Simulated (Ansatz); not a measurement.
# Work function of Rh(111): what the settings cost and change

Aim: the numerical settings behind the work function of Rh(111), with the cost of each.

Main program and level: Ansatz 0.2.0; plane-wave DFT, PBE, Ansatz PAW.

Experimental background.

“Anisotropic work function of elemental crystals” (2019, arxiv:1902.07811) quotes from earlier work for Rh (clean (111) face, a compiled value): work function (clean (111) face, a compiled value) 5.46 eV.

## Step 1: The starting structure

The cell holds 7 atoms: 7 Rh. Its edges and angles: a = 2.687 Å, b = 2.687 Å, c = 31.164 Å, α = 90.0°, β = 90.0°, γ = 60.0°. Vacuum lies along c.

## Step 2: Slab, setting cutoff 200 eV

A work function rests on the faint tail of the density, so the SCF threshold is tight. The cutoff is raised first; then mesh and smearing are varied at the default cutoff.

File input.yaml:

```yaml
crystal:
  lattice:
    - [2.6870057685, 0.0, 0.0]
    - [1.3435028843, 2.3270152556, 0.0]
    - [0.0, 0.0, 31.1635861375]
  atoms:
    - { symbol: Rh, position: [0.0, 0.0, 0.2887985985] }
    - { symbol: Rh, position: [0.3333333333, 0.3333333333, 0.3591990657] }
    - { symbol: Rh, position: [0.6666666667, 0.6666666667, 0.4295995328] }
    - { symbol: Rh, position: [0.0, 0.0, 0.5] }
    - { symbol: Rh, position: [0.3333333333, 0.3333333333, 0.5704004672] }
    - { symbol: Rh, position: [0.6666666667, 0.6666666667, 0.6408009343] }
    - { symbol: Rh, position: [0.0, 0.0, 0.7112014015] }
kpoints:
  mp_grid: { grid: [17, 17, 1] }
hamiltonian:
  xc: pbe
scf:
  occupations: { method: fermi_dirac, width: 0.1 }
  convergence: { dr2_threshold: 1.0e-09 }
efield:
  axis: 3
  dipole_correction: true
  ramp_position: 0.97
  ramp_width: 0.06
basis:
  ecutwfc: "200 eV"
output:
  write_potential: true
  write_density: true
  volumetric_format: npy
  elf: true
```

Command:

```bash
> ansatz run input.yaml --threads 2 --pin off --max-ram 3072MiB --backend cpu --events-out ev --progress --plain --runs-dir out
```

Numbers of over 12 decimals in the logs are rounded to 6 here.

What it wrote:

```text
Warning: basis.ecutwfc = 200 eV is below the records' recommended 420 eV, and the density's cutoff is lower with it unless basis.ecutrho_ratio is high enough to keep the records' density cutoff: compare with a run at a higher cutoff
Engine: ansatz 0.2.0, aarch64-unknown-linux-gnu
Pseudopotentials: kind: paw
Pseudopotential: Rh, paw, valence charge 17, recommended cutoff 420 eV (normal), Rh.paw.azcp
Functional definition: PBE
  parameter kappa = 0.804
  parameter beta = 0.066725
  exchange = pbe_x(kappa = kappa, mu = beta*pi^2/3)
  correlation = pbe_c(beta = beta)
Crystal: 7 atoms, lattice volume = 194.857 Å³
Basis set: ecut = 200 eV, 1217 PW (Γ)
Bands: 72, of which v1, the nominal top of the filled ones, is band 60 counted from 1 (59 counted from 0)
Symmetry: 6 space group operations
k-points: 33 of 289 (time reversal used)
Non-local potential: Rh, projectors of the file, l = 0: 3, l = 1: 2, l = 2: 2, l = 3: 1
PAW form: soft (Blöchl's): semilocal exchange-correlation on the pseudo side does not see the compensation charge
PAW one-centre angular grid: Rh, 590 points (default); XC on 64 Gauss nodes
Initial density: superposition of atomic densities (neutral atoms: chi_scale 0, normalization atom), corrected by the library's trained network
Initial wavefunctions: pseudopotential atomic-orbital guess
Functional: x = pbe(κ = 0.804, μ = 0.219515), c = pbe(β = 0.066725)
SCF iter   1: F=—  HF=-44749.057032 eV  |F-HF|=—  |Δ(HF+E_count)|=         —  Δρ=1.35e-1  dr2=1.84e1  ethr=1.77e-3  p=-0.000 e·Å  D=-1.09e-13 V/Å  ΔV_dip=0.00 eV  dr2_dipole=3.30e-8  V_vac-E_F(+/−)=4.14/4.14 eV  ⟨swp⟩=7.1  Hψ=9757  notcnv=0  defer=18
efield: sawtooth ramp at fractional position 0.9700 (set: `efield.ramp_position`, or a place that a band, a saddle search or an elastic batch's reference lends), width 0.0600; the density the first Hamiltonian is built on has a dipole p = -0.000 e·Å; the dipole correction subtracts the counter field D = -1.09e-13 V/Å, which shifts the + side's vacuum level by +0.00 eV against the − side's; the planar-averaged density in the ramp window peaks in size at 3.4e-4 e/Å³
preconditioner: auto → LDOS  [metal: Δε(μ)=0.003 eV  Ē_g=5.845 eV  σ=0.100 eV  W_gap=0.01  n_scr=24 (ndim 8)  ℏωp=21.1 eV  f_vac=0.472  D(μ)=10.34/eV (n_scr^D=120)  β→1.0]
SCF iter   2: F=—  HF=-44748.977013 eV  |F-HF|=—  |Δ(HF+E_count)|=   8.00e-2  Δρ=1.09e-1  dr2=2.37e1  ethr=1.77e-3  p=0.000 e·Å  D=6.69e-5 V/Å  ΔV_dip=-0.00 eV  dr2_dipole=5.31e-6  V_vac-E_F(+/−)=5.27/5.26 eV  ⟨swp⟩=3.0  Hψ=6451  notcnv=0  defer=37
SCF iter   3: F=—  HF=-44742.281038 eV  |F-HF|=—  |Δ(HF+E_count)|=    6.70e0  Δρ=1.04e-2  dr2=2.57e-1  ethr=1.77e-3  p=0.000 e·Å  D=1.07e-5 V/Å  ΔV_dip=-0.00 eV  dr2_dipole=1.97e-8  V_vac-E_F(+/−)=5.52/5.52 eV  ⟨swp⟩=3.0  Hψ=5973  notcnv=0  defer=45
SCF iter   4: F=—  HF=-44742.257420 eV  |F-HF|=—  |Δ(HF+E_count)|=   2.36e-2  Δρ=4.18e-3  dr2=9.46e-2  ethr=2.16e-4  p=0.000 e·Å  D=8.14e-6 V/Å  ΔV_dip=-0.00 eV  dr2_dipole=3.75e-9  V_vac-E_F(+/−)=5.63/5.64 eV  ⟨swp⟩=3.2  Hψ=4570  notcnv=0  defer=40
SCF iter   5: F=—  HF=-44742.245321 eV  |F-HF|=—  |Δ(HF+E_count)|=   1.21e-2  Δρ=1.21e-3  dr2=7.82e-3  ethr=7.95e-5  p=0.000 e·Å  D=6.46e-6 V/Å  ΔV_dip=-0.00 eV  dr2_dipole=2.64e-11  V_vac-E_F(+/−)=5.73/5.74 eV  ⟨swp⟩=2.0  Hψ=3708  notcnv=0  defer=40
SCF iter   6: F=—  HF=-44742.244186 eV  |F-HF|=—  |Δ(HF+E_count)|=   1.14e-3  Δρ=2.78e-4  dr2=1.16e-3  ethr=6.57e-6  p=0.000 e·Å  D=4.96e-6 V/Å  ΔV_dip=-0.00 eV  dr2_dipole=5.61e-12  V_vac-E_F(+/−)=5.77/5.78 eV  ⟨swp⟩=2.8  Hψ=4027  notcnv=0  defer=40
SCF iter   7: F=—  HF=-44742.244217 eV  |F-HF|=—  |Δ(HF+E_count)|=   3.08e-5  Δρ=1.03e-4  dr2=1.10e-4  ethr=9.73e-7  p=0.000 e·Å  D=3.88e-6 V/Å  ΔV_dip=-0.00 eV  dr2_dipole=8.37e-11  V_vac-E_F(+/−)=5.80/5.81 eV  ⟨swp⟩=2.4  Hψ=3319  notcnv=0  defer=40
SCF iter   8: F=—  HF=-44742.244277 eV  |F-HF|=—  |Δ(HF+E_count)|=   6.01e-5  Δρ=3.88e-5  dr2=2.71e-5  ethr=9.21e-8  p=0.000 e·Å  D=2.56e-6 V/Å  ΔV_dip=-0.00 eV  dr2_dipole=2.88e-11  V_vac-E_F(+/−)=5.83/5.83 eV  ⟨swp⟩=2.1  Hψ=3273  notcnv=0  defer=40
SCF iter   9: F=—  HF=-44742.244295 eV  |F-HF|=—  |Δ(HF+E_count)|=   1.80e-5  Δρ=9.95e-6  dr2=1.26e-6  ethr=2.28e-8  p=0.000 e·Å  D=1.15e-6 V/Å  ΔV_dip=-0.00 eV  dr2_dipole=6.63e-13  V_vac-E_F(+/−)=5.85/5.86 eV  ⟨swp⟩=1.8  Hψ=2899  notcnv=0  defer=40
SCF iter  10: F=—  HF=-44742.244295 eV  |F-HF|=—  |Δ(HF+E_count)|=   5.97e-7  Δρ=5.11e-6  dr2=3.14e-7  ethr=1.06e-9  p=0.000 e·Å  D=5.01e-7 V/Å  ΔV_dip=-0.00 eV  dr2_dipole=1.89e-12  V_vac-E_F(+/−)=5.85/5.86 eV  ⟨swp⟩=2.3  Hψ=3678  notcnv=0  defer=40
SCF iter  11: F=—  HF=-44742.244296 eV  |F-HF|=—  |Δ(HF+E_count)|=   5.67e-8  Δρ=2.51e-6  dr2=4.79e-8  ethr=2.64e-10  p=0.000 e·Å  D=1.79e-7 V/Å  ΔV_dip=-0.00 eV  dr2_dipole=6.67e-13  V_vac-E_F(+/−)=5.86/5.86 eV  ⟨swp⟩=2.3  Hψ=3201  notcnv=0  defer=40
SCF iter  12: F=—  HF=-44742.244296 eV  |F-HF|=—  |Δ(HF+E_count)|=  5.68e-10  Δρ=8.37e-7  dr2=2.58e-9  ethr=4.03e-11  p=0.000 e·Å  D=7.94e-8 V/Å  ΔV_dip=-0.00 eV  dr2_dipole=6.88e-13  V_vac-E_F(+/−)=5.86/5.86 eV  ⟨swp⟩=1.6  Hψ=2711  notcnv=0  defer=40
SCF iter  13: F=—  HF=-44742.244296 eV  |F-HF|=—  |Δ(HF+E_count)|=   1.05e-9  Δρ=3.83e-7  dr2=1.13e-9  ethr=1.00e-12  p=0.000 e·Å  D=2.41e-8 V/Å  ΔV_dip=-0.00 eV  dr2_dipole=4.47e-14  V_vac-E_F(+/−)=5.86/5.86 eV  ⟨swp⟩=9.0  Hψ=6511  notcnv=0
SCF iter  14: F=-44742.244296 eV  HF=-44742.244296 eV  |F-HF|=5.82e-11  |Δ(HF+E_count)|=  2.91e-11  Δρ=8.97e-8  dr2=3.60e-11  ethr=1.00e-12  p=0.000 e·Å  D=1.26e-8 V/Å  ΔV_dip=-0.00 eV  dr2_dipole=4.36e-15  V_vac-E_F(+/−)=5.86/5.86 eV  ⟨swp⟩=2.0  Hψ=4339  notcnv=0
WARN: efield: at this solve's end the planar-averaged density reaches 3.50e-4 e/Å³ inside the ramp window [0.9379, 0.0621] (bound 1e-5 e/Å³), and -1.29e-4 e/Å³ on another of its planes; by the running means of the window's planes the mean density over a ramp is at most 1.53e-4 e/Å³, which is held to the bound (the quickstart, § The vacuum guard, A window that rings); the window's nearer edge stands 7.07 Å from this solve's nearest atom along the axis. Its work functions, free energy, forces, stress, dipole, levels and responses can be off, and this figure does not tell by how much. The cell may have no vacuum along `efield.axis`. [rest of the remark cut]
SCF 1 converged in 14 iterations: F = -44742.244296 eV  dr2 = 3.60e-11
  greatest PAW one-centre occupation: 1.054 electrons in one spin orbital (limit 2), on the Rh atom at site 0 (counted from 0), in its partial waves of l = 1
WARN: The output density's exchange-correlation potential varies sharply where the density is thin. Do not read a vacuum level from v_tot or v_xc, or from such a field of the output density. On a cell that repeats whose density bears no net charge and no dipole along the vacuum's axis use v_es (v_loc + v_h of the components); under efield.dipole_correction with no amplitude use v_es + v_field, which holds any externa [...]
SCF converged after 14 iterations
Free energy (F): -44742.244296 eV
Harris-Foulkes:  -44742.244296 eV  (|F-HF|=5.82e-11)
Internal energy: -44741.833503 eV  (E = F + TS)
E sigma→0 (E₀):  -44742.038899 eV
Entropy (-TS):   -0.410792 eV (-58.685 meV/atom)
Fermi energy:    8.114639 eV
Dipole field:    D = -0.000000 V/Å  (p = -0.000000 e·Å, saw-weighted, corrected)
Work function:   Φ+ = 5.8570 eV (in doubt: plateau slope 4.3e-2 eV/Å)   Φ− = 5.8645 eV (in doubt: plateau slope 3.9e-2 eV/Å)
Levels:          The Fermi level and band energies are counted from a zero that moves with the ramp; work functions are not
Vacuum region:   at the solve's end the planar-averaged density reaches 3.50e-4 e/Å³ inside the ramp window [0.9379, 0.0621] (bound 1e-5 e/Å³), and -1.29e-4 e/Å³ on another of its planes; by the running means of the window's planes the mean density over a ramp is at most 1.53e-4 e/Å³, which is held to the bound (the quickstart, § The vacuum guard, A window that rings)
--- Per-component energies (eV) ---
  E_band       = -2343.918030
  E_kinetic    = 4207.387755
  E_local      = -288224.684688  (includes V_loc(G=0)·N_el)
  E_nonlocal   = 2201.670254
  E_hartree    = 141622.579173
  E_xc         = -1591.494686
  E_vxc        = -2000.071834  (∫ρ·V_xc dr)
  E_paw        = -25002.068817  (= ΣΔE_a)
  E_vpaw       = -1773.380187  (= ΣTr[D̂ρ^β])
  E_aug_tail   = 0.003011  (compensation charges beyond the density's cutoff)
  E_efield     = 0.000000  (sawtooth field / dipole correction)
  E_vefield    = 0.000000  (∫n·V_field dr)
  E_ewald      = 122044.774495
  E_smearing   = -0.410792  (= −TS)
  E_closure    = -0.000000  (closes the sum)
  Σ components = -44742.244296   (vs F -44742.244296, Δ=0.00e0)
--- Band table (eV; the first three rows and the last of 33) ---
  k-point 0: bands = [... 56 lower, 7.4268, 7.4268, 7.7581, 7.7581, 7.7966, 7.7966, 7.8401, 8.2514, ... 8 higher]
  k-point 1: bands = [... 56 lower, 7.2720, 7.4797, 7.5457, 7.6413, 7.6507, 7.8996, 7.9031, 8.1226, ... 8 higher]
  k-point 2: bands = [... 56 lower, 6.9660, 7.2437, 7.2743, 7.3446, 7.5065, 7.7154, 7.7854, 7.8497, ... 8 higher]
  k-point 32: bands = [... 56 lower, 7.7966, 7.9662, 8.0257, 8.1119, 8.2690, 8.3049, 8.3455, 14.5666, ... 8 higher]
```

The job ended after 33 s (2 threads of Arm Neoverse N1, shared host; peak memory 0.42 GiB; 60 s of CPU time).

In the SCF lines HF is the Harris–Foulkes energy and dr2 the Hartree energy of the density residual, in eV; the loop may stop once dr2 is under the threshold and the program's other checks hold. Hψ counts applications of the Hamiltonian.

This step gave:

* energy at zero smearing: -44742.0389 eV
* work function, upper face: 5.857 eV

Running mean over 2.194 Å of the planar mean; the ramp of the sawtooth is left out. The electron's electrostatic potential energy less the Fermi level by z:

```tsv
z (Å)	electron's electrostatic potential energy less the Fermi level (eV)
3.5	5.76
4.0	5.72
4.5	5.67
5.0	5.61
5.5	5.54
6.0	5.42
6.5	5.16
7.0	4.33
7.5	1.11
8.0	-5.47
8.5	-10.9
9.0	-12.6
9.5	-12.8
10.0	-12.9
10.5	-12.9
11.0	-13.0
11.5	-13.0
12.0	-13.1
12.5	-13.1
13.0	-13.1
13.5	-13.1
14.0	-13.1
14.5	-13.1
15.0	-13.0
15.5	-13.0
16.0	-13.0
16.5	-13.1
17.0	-13.1
17.5	-13.1
18.0	-13.1
18.5	-13.1
19.0	-13.1
19.5	-13.1
20.0	-13.0
20.5	-13.0
21.0	-12.9
21.5	-12.8
22.0	-12.7
22.5	-11.8
23.0	-7.62
23.5	-0.808
24.0	3.74
24.5	4.99
25.0	5.35
25.5	5.50
26.0	5.59
26.5	5.65
27.0	5.70
27.5	5.75
```

Electrostatic potential energy in the ca plane at fractional y = 0.000, with atoms of Rh within 0.2 Å of it. With pseudopotentials it is smooth inside the atoms' cores, unlike the true potential.

Values in eV, 5 rows by 16 columns, each cell a mean:
```
  8  10   7   0 -62 -17   8   9   9   8 -25 -56   6  13  14  14
 -5   6  -6   6  -9   4  -3   2   0  -1   2  -7  11  13  14  14
-15   3 -17   6   6   8 -12  -3  -7  -8   8   7  12  13  14  14
  1   8   0   5 -27  -1   2   5   4   3  -6 -24   9  13  14  14
  9  11   9  -2 -68 -22   9  10  10   9 -31 -63   4  13  14  14
```
Columns run along c (16.0 Å, from fractional 0.36 to 0.87 of the cell; values clipped at the 3rd and 97th percentile), rows up along a (2.7 Å). Atoms in or near the plane, at fractional coordinates: Rh at (0.50, 0.00), Rh at (0.71, 0.00).

Valence density in the ca plane at fractional y = 0.000, with atoms of Rh within 0.2 Å of it. It is the smooth field of the valence electrons, not physical close to the nuclei.

Ten steps, logarithmic in the rise over the least value, from '0' (0 e/Å³) to '9' (13 e/Å³), each cell a mean:
```
22211222225899742222211222225899741000000000
33222333224677532333222233224677531000000000
54322454322454322454322454322454310000000000
65423465422222223465423465422222210000000000
55323455322333223455423455422333210000000000
44322344323566422344322344323566421000000000
22222222225788632222222222224788631000000000
22211222236899742222211222235899841000000000
```
Columns run along c (16.0 Å, from fractional 0.36 to 0.87 of the cell), rows up along a (2.7 Å). Atoms in or near the plane, at fractional coordinates: Rh at (0.50, 0.00), Rh at (0.71, 0.00).

ELF in the ca plane at fractional y = 0.000, with atoms of Rh within 0.2 Å of it. It is the smooth field of the valence electrons, not physical close to the nuclei.

Ten even steps from '0' (0.00) to '9' (0.80), each cell a mean:
```
33211233324899723333211232324899731000000000
22122222223677522222122222223677521000000000
43222344222243222344222344222244221000000000
64322355323322332455322355323223331000000000
54222354223232232354222355223223221000000000
33222232222465322233222233222466421000000000
22222222324798623222222222224788631000000000
34211343325899732444211343324899741000000000
```
Columns run along c (16.0 Å, from fractional 0.36 to 0.87 of the cell), rows up along a (2.7 Å). Atoms in or near the plane, at fractional coordinates: Rh at (0.50, 0.00), Rh at (0.71, 0.00).

The work function is 5.857 eV. The program marks this work function as in doubt.

## Step 3: Run

input.yaml, as its differences from that of step 2:

```diff
@@ -26,3 +26,3 @@
 basis:
-  ecutwfc: "200 eV"
+  ecutwfc: "300 eV"
 output:
@@ -31,2 +31 @@
   volumetric_format: npy
-  elf: true
```

What it wrote:

```text
[...]
Crystal: 7 atoms, lattice volume = 194.857 Å³
Basis set: ecut = 300 eV, 2297 PW (Γ)
Bands: 72, of which v1, the nominal top of the filled ones, is band 60 counted from 1 (59 counted from 0)
Symmetry: 6 space group operations
k-points: 33 of 289 (time reversal used)
[...]
k-point 0: bands = [... 56 lower, 7.4002, 7.4002, 7.5683, 7.5683, 7.7769, 7.9126, 7.9126, 8.3815, ... 8 higher]
  k-point 1: bands = [... 56 lower, 7.2923, 7.4280, 7.4421, 7.5995, 7.6491, 7.9184, 8.0137, 8.1910, ... 8 higher]
  k-point 2: bands = [... 56 lower, 7.0340, 7.2941, 7.3686, 7.4273, 7.6086, 7.6434, 7.9358, 8.0096, ... 8 higher]
  k-point 32: bands = [... 56 lower, 8.2918, 8.4485, 8.4987, 8.6631, 8.7409, 8.8411, 8.8876, 14.7474, ... 8 higher]
[key lines of the parts left out:]
SCF converged after 10 iterations
Free energy (F): -44817.664953 eV
Fermi energy:    8.449496 eV
Dipole field:    D = -0.000000 V/Å  (p = -0.000000 e·Å, saw-weighted, corrected)
Work function:   Φ+ = 5.1723 eV   Φ− = 5.1724 eV
```

Run time: 51 s. Hardware: 2 threads; peak memory 0.53 GiB; 91 s of CPU time.

The work function is 5.172 eV, -0.685 eV from the run “cutoff 200 eV”, at 1.5 times its CPU time.

## Step 4: Slab

input.yaml, as its differences from that of step 3:

```diff
@@ -26,3 +26,3 @@
 basis:
-  ecutwfc: "300 eV"
+  ecutwfc: "420 eV"
 output:
```

What it wrote:

```text
[...]
Crystal: 7 atoms, lattice volume = 194.857 Å³
Basis set: ecut = 420 eV, 3879 PW (Γ)
Bands: 72, of which v1, the nominal top of the filled ones, is band 60 counted from 1 (59 counted from 0)
Symmetry: 6 space group operations
k-points: 33 of 289 (time reversal used)
[...]
k-point 0: bands = [... 56 lower, 7.4195, 7.4195, 7.5764, 7.5764, 7.7592, 7.9118, 7.9118, 8.3806, ... 8 higher]
  k-point 1: bands = [... 56 lower, 7.2899, 7.4453, 7.4602, 7.6144, 7.6589, 7.9225, 8.0143, 8.1900, ... 8 higher]
  k-point 2: bands = [... 56 lower, 7.0396, 7.2996, 7.3833, 7.4323, 7.6151, 7.6609, 7.9458, 8.0160, ... 8 higher]
  k-point 32: bands = [... 56 lower, 8.3045, 8.4558, 8.5116, 8.6745, 8.7520, 8.8463, 8.8924, 14.7235, ... 8 higher]
[key lines of the parts left out:]
SCF converged after 10 iterations
Free energy (F): -44818.768778 eV
Fermi energy:    8.452701 eV
Dipole field:    D = 0.000001 V/Å  (p = 0.000001 e·Å, saw-weighted, corrected)
Work function:   Φ+ = 5.1654 eV   Φ− = 5.1655 eV
```

It took 70 s on 2 threads; peak memory 0.72 GiB; 2.1 min of CPU time.

The work function is 5.165 eV, -0.692 eV from the run “cutoff 200 eV”, at 2.1 times its CPU time.

## Step 5: Run

input.yaml, as its differences from that of step 4:

```diff
@@ -26,3 +26,3 @@
 basis:
-  ecutwfc: "420 eV"
+  ecutwfc: "600 eV"
 output:
```

What it wrote:

```text
[...]
Crystal: 7 atoms, lattice volume = 194.857 Å³
Basis set: ecut = 600 eV, 6617 PW (Γ)
Bands: 72, of which v1, the nominal top of the filled ones, is band 60 counted from 1 (59 counted from 0)
Symmetry: 6 space group operations
k-points: 33 of 289 (time reversal used)
[...]
k-point 0: bands = [... 56 lower, 7.4189, 7.4189, 7.5759, 7.5759, 7.7587, 7.9113, 7.9113, 8.3800, ... 8 higher]
  k-point 1: bands = [... 56 lower, 7.2893, 7.4448, 7.4597, 7.6139, 7.6583, 7.9220, 8.0136, 8.1895, ... 8 higher]
  k-point 2: bands = [... 56 lower, 7.0392, 7.2990, 7.3828, 7.4317, 7.6146, 7.6603, 7.9452, 8.0156, ... 8 higher]
  k-point 32: bands = [... 56 lower, 8.3042, 8.4554, 8.5115, 8.6743, 8.7518, 8.8461, 8.8922, 14.7226, ... 8 higher]
[key lines of the parts left out:]
SCF converged after 10 iterations
Free energy (F): -44818.785970 eV
Fermi energy:    8.452254 eV
Dipole field:    D = 0.000001 V/Å  (p = 0.000001 e·Å, saw-weighted, corrected)
Work function:   Φ+ = 5.1654 eV   Φ− = 5.1654 eV
```

Wall time 2 min (2 threads); peak memory 1.1 GiB.

The work function is 5.165 eV, -0.000 eV from the run “cutoff 420 eV”, at 1.7 times its CPU time.

## Step 6: Run

input.yaml, as its differences from that of step 5:

```diff
@@ -14,3 +14,3 @@
 kpoints:
-  mp_grid: { grid: [17, 17, 1] }
+  mp_grid: { grid: [3, 3, 1] }
 hamiltonian:
@@ -25,4 +25,2 @@
   ramp_width: 0.06
-basis:
-  ecutwfc: "600 eV"
 output:
```

What it wrote:

```text
[...]
Crystal: 7 atoms, lattice volume = 194.857 Å³
Basis set: ecut = 420 eV, 3879 PW (Γ)
Bands: 72, of which v1, the nominal top of the filled ones, is band 60 counted from 1 (59 counted from 0)
Symmetry: 6 space group operations
k-points: 3 of 9 (time reversal used)
[...]
Work function:   Φ+ = 5.0061 eV   Φ− = 5.0064 eV
[...]
--- Band table (eV) ---
  k-point 0: bands = [... 56 lower, 7.5587, 7.5587, 7.6382, 7.6382, 7.8347, 7.9727, 7.9727, 8.4223, ... 8 higher]
  k-point 1: bands = [... 56 lower, 8.2496, 8.3919, 8.4429, 8.4609, 8.4662, 8.5267, 8.6389, 8.7390, ... 8 higher]
  k-point 2: bands = [... 56 lower, 8.3855, 8.5059, 8.6583, 8.6583, 8.8849, 8.8972, 8.8972, 15.4244, ... 8 higher]
[key lines of the parts left out:]
SCF converged after 12 iterations
Free energy (F): -44814.200693 eV
Fermi energy:    8.452281 eV
Dipole field:    D = 0.000011 V/Å  (p = 0.000011 e·Å, saw-weighted, corrected)
```

Elapsed: 11 s, on 2 threads; peak memory 0.41 GiB; 13 s of CPU time.

The work function is 5.006 eV, -0.159 eV from the run “cutoff 420 eV”, at 0.10 times its CPU time.

## Step 7: Slab

input.yaml, as its differences from that of step 6:

```diff
@@ -14,3 +14,3 @@
 kpoints:
-  mp_grid: { grid: [3, 3, 1] }
+  mp_grid: { grid: [6, 6, 1] }
 hamiltonian:
```

What it wrote:

```text
[...]
Crystal: 7 atoms, lattice volume = 194.857 Å³
Basis set: ecut = 420 eV, 3879 PW (Γ)
Bands: 72, of which v1, the nominal top of the filled ones, is band 60 counted from 1 (59 counted from 0)
Symmetry: 6 space group operations
k-points: 7 of 36 (time reversal used)
[...]
k-point 0: bands = [... 56 lower, 7.4787, 7.4787, 7.6007, 7.6007, 7.7849, 7.9294, 7.9294, 8.3895, ... 8 higher]
  k-point 1: bands = [... 56 lower, 6.9756, 7.0271, 7.2041, 7.3890, 7.6057, 7.7184, 7.9971, 8.2995, ... 8 higher]
  k-point 2: bands = [... 56 lower, 8.1250, 8.2812, 8.3530, 8.3898, 8.4039, 8.4539, 8.5520, 8.6464, ... 8 higher]
  k-point 6: bands = [... 56 lower, 8.3351, 8.4649, 8.6095, 8.6095, 8.8278, 8.8510, 8.8510, 15.3078, ... 8 higher]
[key lines of the parts left out:]
SCF converged after 10 iterations
Free energy (F): -44818.515141 eV
Fermi energy:    8.425728 eV
Dipole field:    D = 0.000015 V/Å  (p = 0.000016 e·Å, saw-weighted, corrected)
Work function:   Φ+ = 5.1508 eV   Φ− = 5.1512 eV
```

Wall time 16 s (2 threads); peak memory 0.45 GiB.

The work function is 5.151 eV, -0.015 eV from the run “cutoff 420 eV”, at 0.20 times its CPU time.

(Part 1 of 2 ends here.)

[Logs are printed without paths, hosts, clocks, repeated set-up lines and the standing remarks that a program may print on its own settings, such as how far it seeks lower states.]

[Hosts, paths, dates, database ids (printed as entryN), source tags and the programs' standing remarks are cut or masked in the printed files.]

[Maps of the electrostatic potential energy from Ansatz leave out the sawtooth potential of an applied field or a dipole correction, so their vacuum need not be flat; planar profiles and work functions include it.]
